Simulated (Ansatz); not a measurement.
Planning a run of Ansatz 0.2.0 on HgC2S2N2 (C2/m). The input:

```yaml
crystal:
  lattice:
    - [5.439, -2.021, 0.0]
    - [5.439, 2.021, 0.0]
    - [-0.5921680587, 0.0, 6.4076955288]
  atoms:
    - { symbol: Hg, position: [0.0, 0.0, 0.0] }
    - { symbol: C, position: [0.2661513025, 0.2661513025, 0.2233405963] }
    - { symbol: C, position: [0.7338486975, 0.7338486975, 0.7766594037] }
    - { symbol: S, position: [0.1320101513, 0.1320101513, 0.3259806969] }
    - { symbol: S, position: [0.8679898487, 0.8679898487, 0.6740193031] }
    - { symbol: "N", position: [0.3633996325, 0.3633996325, 0.1569129335] }
    - { symbol: "N", position: [0.6366003675, 0.6366003675, 0.8430870665] }
kpoints:
  mp_grid: { grid: [4, 4, 4] }
hamiltonian:
  xc: pbe
  pseudopotentials: { kind: paw, azcp: { folder: soft_1 } }
scf:
  occupations: { method: fixed }
gw:
  n_empty_bands: 1043
  ecut_chi: 220.0
  qp_bands: [v2, c2]
  qp_kpoints: band_edges
  screening: { model: contour_deformation }
```

```sh
ansatz run input.yaml --threads 3 --pin off --max-ram 92160MiB --backend cuda --events-out ev --progress --plain --runs-dir out --devices 1 --max-vram 13GiB
```

**Question.** How long will it take on 1 × NVIDIA H100 80GB HBM3 (shared by 6 runs) with 3 threads of AMD EPYC 7R13 (Zen 3), shared host, and how much memory?

It took 3.3 min; on shared hardware allow 100 s to 6.7 min. Peak host memory was 6.8 GiB. The sizes that set the cost: 2761 plane waves a state, 24 irreducible k points, 1068 bands summed, 1023 plane waves in the screening and 9 SCF cycles.

The screening grows as filled bands × empty bands × pairs of k points, times the square of the screening basis for the matrix.

[Paths, hosts, dates, memory and timing lines, banners, echoed tables and standing remarks are left out of the program output.]

[Logs are printed without paths, hosts, clocks, repeated set-up lines and the standing remarks that a program may print on its own settings, such as how far it seeks lower states.]

[Runs of the session that timed out or met a known fault of the program may be left out.]

[Cells called generated may have been cut or substituted from an entry of the Crystallography Open Database or the Materials Project.]

[Hosts, paths, dates, database ids (printed as entryN), source tags and the programs' standing remarks are cut or masked in the printed files.]
